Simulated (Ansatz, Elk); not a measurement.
# Dielectric function and optical constants of LuInO2 (model structure)

Aim: the dielectric function of LuInO2 (model structure), and the optical constants that follow from it. The cell was made here by substitution or stacking, whether or not such a phase is known. It was built so: All S replaced by O and Tl replaced by In in the R-3m structure of LuTlS2. The cell is first relaxed with Ansatz.

Main program and level: Elk 11.2.3 (patched build); DFT, PBEsol, all-electron APW+lo, Dirac cores, scalar-relativistic bands, independent-particle optical response without local fields.

### 1. Set-up

It takes space group R-3m (No. 166, trigonal). The conventional cell has a = 3.393 Å, b = 3.393 Å, c = 19.478 Å, α = 90.00°, β = 90.00°, γ = 120.00°. Nearest to Lu lie 6 O at 2.33 Å. Nearest to In lie 6 O at 2.79 Å. Nearest to O lie 3 Lu at 2.33 Å. Farther neighbours, and contacts between anions beyond the nearest, are not listed.

### 2. Relaxation

Spectra hang on bond lengths, so the cell is first brought to its minimum.

This step: DFT, PBEsol, plane-wave PAW, default files, scalar-relativistic, relaxation (Ansatz 0.2.0).

Input file input.yaml:

```yaml
crystal:
  lattice:
    - [1.69634748, 0.97938667, 6.49260107]
    - [-1.69634748, 0.97938667, 6.49260107]
    - [0.0, -1.95877334, 6.49260107]
  atoms:
    - { symbol: Lu, position: [0.0, 0.0, 0.0] }
    - { symbol: In, position: [0.5, 0.5, 0.5] }
    - { symbol: O, position: [0.26886584, 0.26886584, 0.26886584] }
    - { symbol: O, position: [0.73113416, 0.73113416, 0.73113416] }
kpoints:
  mp_grid: { grid: [8, 8, 8] }
scf:
  occupations: { method: fermi_dirac, width: 0.05 }
hamiltonian:
  xc: pbesol
output:
  forces: true
  stress: true
relax:
  f_tol: 0.02
  max_steps: 50
  cell: {}
```

Command:

```bash
ansatz run input.yaml --threads 2 --pin off --max-ram 5120MiB --backend cpu --events-out ev --progress --plain --runs-dir out
```

The program printed:

```text
basis.fft_grid_basis auto: the FFT boxes are laid along the combinations [[1, 0, -1], [0, 1, -1], [0, 0, 1]] of the cell's own vectors, 3.393, 3.393 and 6.782 Å long. The dense box has 24×24×48 points. Along the cell's own vectors, as sized, it would have 48×48×48, 4.00 times as many. Of the 12 symmetry operations that the crystal satisfies within crystal.symmetry.tolerance (time reversal apart; of a slab, those that [...]
Engine: ansatz 0.2.0, aarch64-unknown-linux-gnu
Pseudopotentials: kind: paw
Pseudopotential: Lu, paw, valence charge 25, recommended cutoff 420 eV (normal), Lu.paw.azcp
Pseudopotential: In, paw, valence charge 13, recommended cutoff 420 eV (normal), In.paw.azcp
Pseudopotential: O, paw, valence charge 6, recommended cutoff 420 eV (normal), O.paw.azcp
Functional definition: PBEsol
  exchange = pbesol_x
  correlation = pbesol_c
Crystal: 4 atoms, lattice volume = 64.720 Å³
Basis set: ecut = 420 eV, 1257 PW (Γ), FFT grids on a1−a3, a2−a3, a3, exchange–correlation on 48×48×96 points (8 copies of the dense FFT grid, shifted against one another)
Bands: 30, of which v1, the nominal top of the filled ones, is band 25 counted from 1 (24 counted from 0)
Symmetry: 12 space group operations
Space group: R-3m (ITA 166), of the structure as read, at distance tolerance 4.0e-5 Å
k-points: 65 of 512
Non-local potential: Lu, projectors of the file, l = 0: 3, l = 1: 2, l = 2: 2, l = 3: 3
Non-local potential: In, projectors of the file, l = 0: 2, l = 1: 2, l = 2: 2, l = 3: 2
Non-local potential: O, projectors of the file, l = 0: 2, l = 1: 2, l = 2: 1
PAW form: soft (Blöchl's): semilocal exchange-correlation on the pseudo side does not see the compensation charge
PAW frozen core: Lu, regenerated for the run's functional, and the local potential with it (the file was generated under x = pbe(κ = 0.804, μ = 0.219515), c = pbe(β = 0.066725))
PAW frozen core: In, regenerated for the run's functional, and the local potential with it (the file was generated under x = pbe(κ = 0.804, μ = 0.219515), c = pbe(β = 0.066725))
PAW frozen core: O, regenerated for the run's functional, and the local potential with it (the file was generated under x = pbe(κ = 0.804, μ = 0.219515), c = pbe(β = 0.066725))
PAW one-centre angular grid: Lu, 590 points (default); XC on 64 Gauss nodes
PAW one-centre angular grid: In, 590 points (default); XC on 64 Gauss nodes
PAW one-centre angular grid: O, 110 points (default); XC on 64 Gauss nodes
Initial density: superposition of atomic densities (neutral atoms: chi_scale 0, normalization atom), corrected by the library's trained network
Initial wavefunctions: pseudopotential atomic-orbital guess
Functional: x = pbesol(κ = 0.804, μ = 0.123457), c = pbesol(β = 0.046)
SCF iter   1: F=—  HF=-21262.541115 eV  |F-HF|=—  |Δ(HF+E_count)|=         —  Δρ=1.66e-2  dr2=1.84e-1  ethr=1.77e-3  ⟨swp⟩=5.4  Hψ=9417  notcnv=0
preconditioner: auto → Resta (q_TF=auto, 2.613 Å⁻¹)  ε∞=6.3  [insulator: Δε(μ)=0.807 eV  Ē_g=13.826 eV  σ=0.050 eV  W_gap=1.00  n_scr=22 (ndim 8)  ℏωp=32.0 eV  f_vac=0.001  D(μ)=0.00/eV (n_scr^D=0)  ε∞_Penn≈6.3]
SCF iter   2: F=—  HF=-21262.502424 eV  |F-HF|=—  |Δ(HF+E_count)|=   3.87e-2  Δρ=4.80e-3  dr2=2.50e-2  ethr=3.68e-4  ⟨swp⟩=2.8  Hψ=4384  notcnv=0  defer=45
SCF iter   3: F=—  HF=-21262.497328 eV  |F-HF|=—  |Δ(HF+E_count)|=   5.10e-3  Δρ=1.31e-3  dr2=1.82e-3  ethr=4.99e-5  ⟨swp⟩=2.4  Hψ=3220  notcnv=0  defer=45
SCF iter   4: F=—  HF=-21262.496952 eV  |F-HF|=—  |Δ(HF+E_count)|=   3.76e-4  Δρ=7.65e-4  dr2=7.89e-4  ethr=3.64e-6  ⟨swp⟩=3.0  Hψ=3914  notcnv=0  defer=45
SCF iter   5: F=—  HF=-21262.496523 eV  |F-HF|=—  |Δ(HF+E_count)|=   4.29e-4  Δρ=2.62e-4  dr2=3.53e-5  ethr=1.58e-6  ⟨swp⟩=2.8  Hψ=4421  notcnv=0  defer=45
SCF iter   6: F=—  HF=-21262.496518 eV  |F-HF|=—  |Δ(HF+E_count)|=   4.64e-6  Δρ=9.22e-5  dr2=6.19e-6  ethr=7.06e-8  ⟨swp⟩=2.0  Hψ=3910  notcnv=0  defer=45
SCF iter   7: F=—  HF=-21262.496516 eV  |F-HF|=—  |Δ(HF+E_count)|=   1.77e-6  Δρ=2.56e-5  dr2=4.61e-7  ethr=1.24e-8  ⟨swp⟩=2.4  Hψ=3630  notcnv=0  defer=45
SCF iter   8: F=—  HF=-21262.496517 eV  |F-HF|=—  |Δ(HF+E_count)|=   8.95e-8  Δρ=1.65e-5  dr2=1.22e-7  ethr=2.00e-10  ⟨swp⟩=6.2  Hψ=10384  notcnv=0
SCF iter   9: F=-21262.496517 eV  HF=-21262.496517 eV  |F-HF|=5.42e-9  |Δ(HF+E_count)|=   2.43e-8  Δρ=2.53e-6  dr2=2.93e-9  ethr=2.00e-10  ⟨swp⟩=5.8  Hψ=9397  notcnv=0
SCF 1 converged in 9 iterations: F = -21262.496517 eV  dr2 = 2.93e-9
  greatest PAW one-centre occupation: 0.998 electrons in one spin orbital (limit 2), on the Lu atom at site 0 (counted from 0), in its partial waves of l = 0
relax step   1: F+E_penalty+E_count = -21262.49651651 eV  Δ(F+E_penalty+E_count) = +0.000e0 eV  max|allowed force component| = 1.816e0 eV/Å  Δτ_max = 0.0000 Å  P = -7.916 GPa  Ω = 64.720 Å³  (9 SCF iters, dr2 threshold 1.00e-7 eV, accepted)
Crystal: 4 atoms, lattice volume = 62.810 Å³
Basis set: ecut = 420 eV, 1233 PW (Γ), FFT grids on a1−a3, a2−a3, a3, exchange–correlation on 48×48×96 points (8 copies of the dense FFT grid, shifted against one another)
Initial density: handed on by an earlier stage of this run
Initial wavefunctions: those handed on with the density
iter 1 solved again at ethr=1.53e-4 eV; its pass at ethr=3.10e-3 eV (dr2=7.65e-2 eV) is discarded
SCF iter   1: F=—  HF=-21262.793950 eV  |F-HF|=—  |Δ(HF+E_count)|=         —  Δρ=1.56e-2  dr2=7.65e-2  ethr=1.53e-4  ⟨swp⟩=2.0  Hψ=15457  notcnv=0
preconditioner: auto → Resta (q_TF=auto, 2.627 Å⁻¹)  ε∞=6.5  [insulator: Δε(μ)=0.469 eV  Ē_g=13.855 eV  σ=0.050 eV  W_gap=0.98  n_scr=22 (ndim 8)  ℏωp=32.5 eV  f_vac=0.000  D(μ)=0.01/eV (n_scr^D=0)  ε∞_Penn≈6.5]
SCF iter   2: F=—  HF=-21262.776712 eV  |F-HF|=—  |Δ(HF+E_count)|=   1.72e-2  Δρ=7.75e-3  dr2=2.24e-2  ethr=1.53e-4  ⟨swp⟩=2.0  Hψ=2522  notcnv=0
SCF iter   3: F=—  HF=-21262.773743 eV  |F-HF|=—  |Δ(HF+E_count)|=   2.97e-3  Δρ=2.02e-3  dr2=1.37e-3  ethr=4.47e-5  ⟨swp⟩=2.2  Hψ=3681  notcnv=0
SCF iter   4: F=—  HF=-21262.773862 eV  |F-HF|=—  |Δ(HF+E_count)|=   1.19e-4  Δρ=1.46e-3  dr2=7.33e-4  ethr=2.73e-6  ⟨swp⟩=3.0  Hψ=4581  notcnv=0
SCF iter   5: F=—  HF=-21262.773437 eV  |F-HF|=—  |Δ(HF+E_count)|=   4.25e-4  Δρ=8.21e-4  dr2=2.17e-4  ethr=1.47e-6  ⟨swp⟩=3.2  Hψ=4219  notcnv=0
SCF iter   6: F=—  HF=-21262.773345 eV  |F-HF|=—  |Δ(HF+E_count)|=   9.20e-5  Δρ=1.24e-4  dr2=5.08e-6  ethr=4.34e-7  ⟨swp⟩=3.2  Hψ=5018  notcnv=0
SCF iter   7: F=—  HF=-21262.773344 eV  |F-HF|=—  |Δ(HF+E_count)|=   1.13e-6  Δρ=6.07e-5  dr2=1.62e-6  ethr=1.02e-8  ⟨swp⟩=3.1  Hψ=4381  notcnv=0
SCF iter   8: F=-21262.773343 eV  HF=-21262.773343 eV  |F-HF|=1.11e-7  |Δ(HF+E_count)|=   2.90e-7  Δρ=1.49e-5  dr2=1.11e-7  ethr=8.00e-10  ⟨swp⟩=4.9  Hψ=11515  notcnv=0
SCF 2 converged in 8 iterations: F = -21262.773343 eV  dr2 = 1.11e-7
relax step   2: F+E_penalty+E_count = -21262.77334323 eV  Δ(F+E_penalty+E_count) = -2.768e-1 eV  max|allowed force component| = 7.502e-1 eV/Å  Δτ_max = 0.1949 Å  P = +0.611 GPa  Ω = 62.810 Å³  energy of the carried Pulay correction = +5.383e-3 eV  (8 SCF iters, dr2 threshold 4.00e-7 eV, accepted)
Crystal: 4 atoms, lattice volume = 61.593 Å³
Basis set: ecut = 420 eV, 1215 PW (Γ), FFT grids on a1−a3, a2−a3, a3, exchange–correlation on 48×48×96 points (8 copies of the dense FFT grid, shifted against one another)
iter 1 solved again at ethr=2.06e-5 eV; its pass at ethr=3.10e-3 eV (dr2=1.03e-2 eV) is discarded
SCF iter   1: F=—  HF=-21262.825249 eV  |F-HF|=—  |Δ(HF+E_count)|=         —  Δρ=5.51e-3  dr2=9.50e-3  ethr=2.06e-5  ⟨swp⟩=2.4  Hψ=14400  notcnv=0
preconditioner: auto → Resta (q_TF=auto, 2.635 Å⁻¹)  ε∞=6.5  [insulator: Δε(μ)=0.549 eV  Ē_g=13.952 eV  σ=0.050 eV  W_gap=0.99  n_scr=22 (ndim 8)  ℏωp=32.8 eV  f_vac=0.000  D(μ)=0.00/eV (n_scr^D=0)  ε∞_Penn≈6.5]
SCF iter   2: F=—  HF=-21262.823088 eV  |F-HF|=—  |Δ(HF+E_count)|=   2.16e-3  Δρ=2.50e-3  dr2=1.57e-3  ethr=1.90e-5  ⟨swp⟩=2.0  Hψ=2784  notcnv=0
SCF iter   3: F=—  HF=-21262.822775 eV  |F-HF|=—  |Δ(HF+E_count)|=   3.12e-4  Δρ=4.73e-4  dr2=3.85e-5  ethr=3.14e-6  ⟨swp⟩=2.0  Hψ=3436  notcnv=0
SCF iter   4: F=—  HF=-21262.822774 eV  |F-HF|=—  |Δ(HF+E_count)|=   1.20e-6  Δρ=1.18e-4  dr2=5.27e-6  ethr=7.71e-8  ⟨swp⟩=2.8  Hψ=4401  notcnv=0
SCF iter   5: F=—  HF=-21262.822774 eV  |F-HF|=—  |Δ(HF+E_count)|=   2.55e-7  Δρ=4.39e-5  dr2=1.29e-6  ethr=1.05e-8  ⟨swp⟩=3.1  Hψ=4475  notcnv=0
SCF iter   6: F=—  HF=-21262.822773 eV  |F-HF|=—  |Δ(HF+E_count)|=   1.31e-6  Δρ=2.05e-5  dr2=3.37e-7  ethr=8.00e-10  ⟨swp⟩=7.0  Hψ=11268  notcnv=0
SCF iter   7: F=-21262.822773 eV  HF=-21262.822773 eV  |F-HF|=1.52e-8  |Δ(HF+E_count)|=   1.62e-7  Δρ=6.26e-6  dr2=2.98e-8  ethr=6.74e-10  ⟨swp⟩=6.2  Hψ=9427  notcnv=0
SCF 3 converged in 7 iterations: F = -21262.822773 eV  dr2 = 2.98e-8
relax step   3: F+E_penalty+E_count = -21262.82277294 eV  Δ(F+E_penalty+E_count) = -4.943e-2 eV  max|allowed force component| = 5.654e-2 eV/Å  Δτ_max = 0.0714 Å  P = +0.396 GPa  Ω = 61.593 Å³  energy of the carried Pulay correction = +8.895e-3 eV  (7 SCF iters, dr2 threshold 4.00e-7 eV, accepted)
[...]
relax step   4: F+E_penalty+E_count = -21262.82457112 eV  Δ(F+E_penalty+E_count) = -1.798e-3 eV  max|allowed force component| = 6.767e-3 eV/Å  Δτ_max = 0.0072 Å  P = -0.085 GPa  Ω = 62.022 Å³  energy of the carried Pulay correction = +7.650e-3 eV  (6 SCF iters, dr2 threshold 4.00e-7 eV, accepted)
[...]
relax step   5: F+E_penalty+E_count = -21262.82484767 eV  Δ(F+E_penalty+E_count) = -2.766e-4 eV  max|allowed force component| = 6.832e-4 eV/Å  Δτ_max = 0.0000 Å  P = -0.003 GPa  Ω = 61.970 Å³  energy of the carried Pulay correction = +7.801e-3 eV  (6 SCF iters, dr2 threshold 2.35e-7 eV, accepted)
[...]
relax step   6: F+E_penalty+E_count = -21262.81806574 eV  Δ(F+E_penalty+E_count) = +6.782e-3 eV  max|allowed force component| = 2.877e-4 eV/Å  Δτ_max = 0.0000 Å  P = -0.138 GPa  Ω = 61.970 Å³  stress off target by 1.47e-1 GPa  SCF on the basis re-selected at this cell (its energy is not comparable with the rows above)  (7 SCF iters)
[...]
relax step   7: F+E_penalty+E_count = -21262.81832938 eV  Δ(F+E_penalty+E_count) = -2.636e-4 eV  max|allowed force component| = 6.488e-4 eV/Å  Δτ_max = 0.0007 Å  P = -0.025 GPa  Ω = 61.898 Å³  energy of the carried Pulay correction = +2.275e-4 eV  (6 SCF iters, dr2 threshold 5.42e-8 eV, accepted)
iter 1 solved again at ethr=8.78e-8 eV; its pass at ethr=3.10e-3 eV (dr2=4.39e-5 eV) is discarded
SCF iter   1: F=—  HF=-21262.818135 eV  |F-HF|=—  |Δ(HF+E_count)|=         —  Δρ=9.67e-6  dr2=1.54e-8  ethr=8.78e-8  ⟨swp⟩=4.5  Hψ=17589  notcnv=0
preconditioner: auto → Resta (q_TF=auto, 2.633 Å⁻¹)  ε∞=6.5  [insulator: Δε(μ)=0.517 eV  Ē_g=13.924 eV  σ=0.050 eV  W_gap=0.99  n_scr=22 (ndim 8)  ℏωp=32.7 eV  f_vac=0.000  D(μ)=0.00/eV (n_scr^D=0)  ε∞_Penn≈6.5]
SCF iter   2: F=—  HF=-21262.818123 eV  |F-HF|=—  |Δ(HF+E_count)|=   1.17e-5  Δρ=4.10e-6  dr2=2.45e-9  ethr=3.08e-11  ⟨swp⟩=3.9  Hψ=6104  notcnv=0
SCF iter   3: F=—  HF=-21262.818123 eV  |F-HF|=—  |Δ(HF+E_count)|=   1.36e-9  Δρ=2.04e-6  dr2=5.88e-10  ethr=4.90e-12  ⟨swp⟩=2.4  Hψ=3741  notcnv=0
SCF iter   4: F=—  HF=-21262.818123 eV  |F-HF|=—  |Δ(HF+E_count)|=  3.35e-10  Δρ=1.10e-6  dr2=1.95e-10  ethr=1.18e-12  ⟨swp⟩=2.8  Hψ=4033  notcnv=0
iter 5 did not close the SCF: its close was put off for the readings that it lacked (scf_convergence_deferred on its scf_iter line)
SCF iter   5: F=-21262.818123 eV  HF=-21262.818123 eV  |F-HF|=3.64e-12  |Δ(HF+E_count)|=  9.09e-11  Δρ=1.03e-7  dr2=7.87e-12  ethr=1.00e-12  ⟨swp⟩=2.0  Hψ=2777  notcnv=0
SCF iter   6: F=-21262.818123 eV  HF=-21262.818123 eV  |F-HF|=7.28e-12  |Δ(HF+E_count)|=  3.64e-12  Δρ=3.43e-8  dr2=7.05e-13  ethr=1.00e-12  ⟨swp⟩=4.9  Hψ=10110  notcnv=0
SCF 8 converged in 6 iterations: F = -21262.818123 eV  dr2 = 7.05e-13
relax step   8: F+E_penalty+E_count = -21262.81812305 eV  Δ(F+E_penalty+E_count) = +2.063e-4 eV  max|allowed force component| = 6.517e-4 eV/Å  Δτ_max = 0.0000 Å  P = -0.028 GPa  Ω = 61.898 Å³  stress off target by 3.20e-2 GPa  SCF on the basis re-selected at this cell (its energy is not comparable with the rows above)  (6 SCF iters)
basis re-selected at this cell: Δ(F+E_penalty+E_count) = +2.063e-4 eV, ΔP = -0.003 GPa vs the last step (what re-selecting the basis moved, of the pressure what is left beyond the Pulay correction that the steps carried, after the strain that the cell walked since its last selection, with what the two solves' SCF thresholds leave and, on support functions, any second-order correction that the steps lacked; it is no m [...]
SCF converged after 6 iterations
Free energy (F): -21262.818123 eV
Harris-Foulkes:  -21262.818123 eV  (|F-HF|=7.28e-12)
Internal energy: -21262.818040 eV  (E = F + TS)
E sigma→0 (E₀):  -21262.818081 eV
Entropy (-TS):   -0.000083 eV (-0.021 meV/atom)
Fermi energy:    11.954581 eV
--- Per-component energies (eV) ---
  E_band       = 35.385079
  E_kinetic    = 1011.408746
  E_local      = -9357.292807  (includes V_loc(G=0)·N_el)
  E_nonlocal   = 1046.318409
  E_hartree    = 3950.208674
  E_xc         = -578.928163
  E_vxc        = -548.254569  (∫ρ·V_xc dr)
  E_paw        = -11639.277595  (= ΣΔE_a)
  E_vpaw       = -17.216870  (= ΣTr[D̂ρ^β])
  E_aug_tail   = 0.004810  (compensation charges beyond the density's cutoff)
  E_ewald      = -5696.758759
  E_core_change = 1.498646  (= ΣΔE_core)
  E_smearing   = -0.000083  (= −TS)
  E_closure    = -0.000000  (closes the sum)
  Σ components = -21262.818123   (vs F -21262.818123, Δ=0.00e0)
--- Forces (eV/Å), atoms counted from 1 ---
  atom   1  Lu     0.00000000     0.00000000     0.00000000
  atom   2  In     0.00000000     0.00000000    -0.00000000
  atom   3  O      0.00000000     0.00000000     0.00065168
  atom   4  O     -0.00000000    -0.00000000    -0.00065168
  max |Σ_I F_I| component: 4.63e-18 eV/Å
--- Stress (GPa, compression-positive) ---
       -0.032032       0.000000      -0.000000
        0.000000      -0.032032      -0.000000
       -0.000000      -0.000000      -0.019651
  P = ⅓ Tr σ = -0.0279 GPa (-0.279 kbar)
--- Relaxed structure (6 steps of the walk, 6 accepted, 2 SCFs on fresh bases) ---
  F+E_penalty+E_count = -21262.81812305 eV   max|allowed force component| = 6.517e-4 eV/Å   (the final SCF, on the basis selected at the relaxed cell)
  cell:  # Å, volume = 61.8980 Å³
    - [1.669768, 0.964041, 6.408758]
    - [-1.669768, 0.964041, 6.408758]
    - [-2.379016e-17, -1.928082, 6.408758]
  atoms:
    - { symbol: Lu, position: [5.121040e-19, 5.121040e-19, 5.121040e-19] }
    - { symbol: In, position: [0.5, 0.5, 0.5] }
    - { symbol: O, position: [0.275543, 0.275543, 0.275543] }
    - { symbol: O, position: [0.724457, 0.724457, 0.724457] }
```

Elapsed: 30 s, on 2 threads of Arm Neoverse V2, shared host; peak memory 0.44 GiB; 58 s of CPU time.

In the SCF lines HF is the Harris–Foulkes energy and dr2 the Hartree energy of the density residual, in eV; the loop may stop once dr2 is under the threshold and the program's other checks hold. Hψ counts applications of the Hamiltonian.

Step by step:

```csv
step,energy less that of the first step (eV),largest force component (eV/Å),pressure (GPa),volume (Å³)
1,0.0000,1.8156,-7.92,64.72
2,-0.2768,0.7502,0.61,62.81
3,-0.3263,0.0565,0.40,61.59
4,-0.3281,0.0068,-0.09,62.02
5,-0.3283,0.0007,0.00,61.97
6*,-0.3215,0.0003,-0.14,61.97
7,-0.3218,0.0006,-0.02,61.90
8*,-0.3216,0.0007,-0.03,61.90
```

Relaxation steps marked * repeat the geometry before them on a plane-wave basis chosen anew for their cell, so energy and pressure can jump there.

The run keeps the 12 symmetry operations that the program found, so distortions that break them were not tested.

| conventional cell, symmetrised | before | after | change |
| --- | --- | --- | --- |
| a (Å) | 3.393 | 3.340 | -1.6 % |
| b (Å) | 3.393 | 3.340 | -1.6 % |
| c (Å) | 19.478 | 19.226 | -1.3 % |
| volume (Å³/atom) | 16.18 | 15.47 | -4.4 % |

The atoms that moved most (Å, as changes of fractional coordinates times the final cell):

```csv
atom,dx,dy,dz,length
O4,0.000,0.000,-0.128,0.128
O3,0.000,0.000,0.128,0.128
```

The relaxed structure:

```xyz
4
Lattice="1.6698 0.9640 6.4088 -1.6698 0.9640 6.4088 0.0000 -1.9281 6.4088" Properties=species:S:1:pos:R:3 pbc="T T T"
Lu    0.0000    0.0000    0.0000
In    0.0000    0.0000    9.6131
O     0.0000    0.0000    5.2977
O     0.0000    0.0000   13.9286
```

The relaxation ends with a largest force component of 6.5e-4 eV/Å and a pressure of -0.03 GPa.

(Continued in part 2 of 2.)

[Long decimals in the printed logs are rounded to 6 places.]

[Machine, clock and banner lines and Python warnings are left out of the logs.]

[Logs are printed without paths, hosts, clocks, repeated set-up lines and the standing remarks that a program may print on its own settings, such as how far it seeks lower states.]

[Hosts, paths, dates, database ids (printed as entryN), source tags and the programs' standing remarks are cut or masked in the printed files.]

[Where Elk ran, warnings of its patched build on accuracy (core leakage, angular cutoffs, spin-orbit splittings, empty states, lower magnetic states) are left out.]

[Where the starting crystal was built by hand or by swapping elements, it need not be the compound's stable phase.]

[The count of steps not shown may lack steps that the program refused or didn't finish.]
